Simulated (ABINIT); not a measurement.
# Calculated records

### Beyond one shot: Au2S (Pn-3m)

It takes space group Pn-3m (No. 224, cubic). The conventional cell has a = 5.274 Å, b = 5.274 Å, c = 5.274 Å, α = 90.00°, β = 90.00°, γ = 90.00°. Nearest to S lie 4 Au at 2.28 Å. Au has 2 S at 2.28 Å nearest. Farther neighbours, and contacts between anions beyond the nearest, are not listed.

| Item | Value |
| --- | --- |
| method | RPA screening on LDA from quasiparticle energies, plane waves, norm-conserving pseudopotentials (and 5 further levels or steps) |
| program | ABINIT 10.8.3 |
| settings | cutoff 28 Ha, PseudoDojo scalar-relativistic 0.4.1 standard, norm-conserving, ngkpt (2, 2, 2), nband 222, ecuteps 4.8 Ha, gwcalctyp 10, inclvkb 2, shiftk (0, 0, 0), symchi 1, awtr 1, frequency ppm, cycle 3, q points all but q = 0, 2×2×2 k-mesh |
| notes | The program’s warnings: nproc spkpt=  >= nkpt= * nsppol=. The cell and positions are those that the Materials Project relaxed with its own functionals (PBE, PBE+U or r2SCAN), kept fixed. Limits: d shell near the gap, gap tends to lie low; no spin-orbit coupling. The first cycle of evGW0 takes the full correction, without the factor Z, so it overshoots the one-shot value. The 2×2×2 mesh is coarse for this cell, which bears on the long-range parts of exchange and screening. |
| G0W0 | 2.513 eV |
| evGW0, cycle 1 | 2.623 eV |
| evGW0, cycle 2 | 2.582 eV |
| evGW0, cycle 3 | 2.584 eV |
| evGW, cycle 1 | 2.762 eV |
| evGW, cycle 2 | 2.784 eV |
| evGW, cycle 3 | 2.787 eV |
| known limits | short of the basis limit; d shell near the gap, gap tends to lie low; no spin-orbit coupling; coarse k mesh |

Only the bands that the input lists are updated; the higher empty ones keep the functional's energies. The evGW loop starts from the last levels of evGW0, so its cycles and time come on top of those.

[Paths, hosts, dates, memory and timing lines, banners, echoed tables and standing remarks are left out of the program output; an Ansatz launch command may be rebuilt from the run's recorded settings. Measured values are a selection of at most five: reports struck by readers or far from the other reports are left out. None is set beside runs whose start may be inverted or whose files or cutoffs have a known fault.]

[Runs of the session that timed out or met a known fault of the program may be left out.]

[Hosts, paths, dates, database ids (printed as entryN), source tags and the programs' standing remarks are cut or masked in the printed files.]

[G0W0 gaps are taken among the corrected bands and points alone; a level outside them can change the order at an edge.]

[Where Ansatz stands beside ABINIT at settings called matched, ABINIT's density can come from a denser mesh and the files from another edition; pairs whose starting gaps differed by over 0.03 eV were left out, so agreement reads better than it is.]
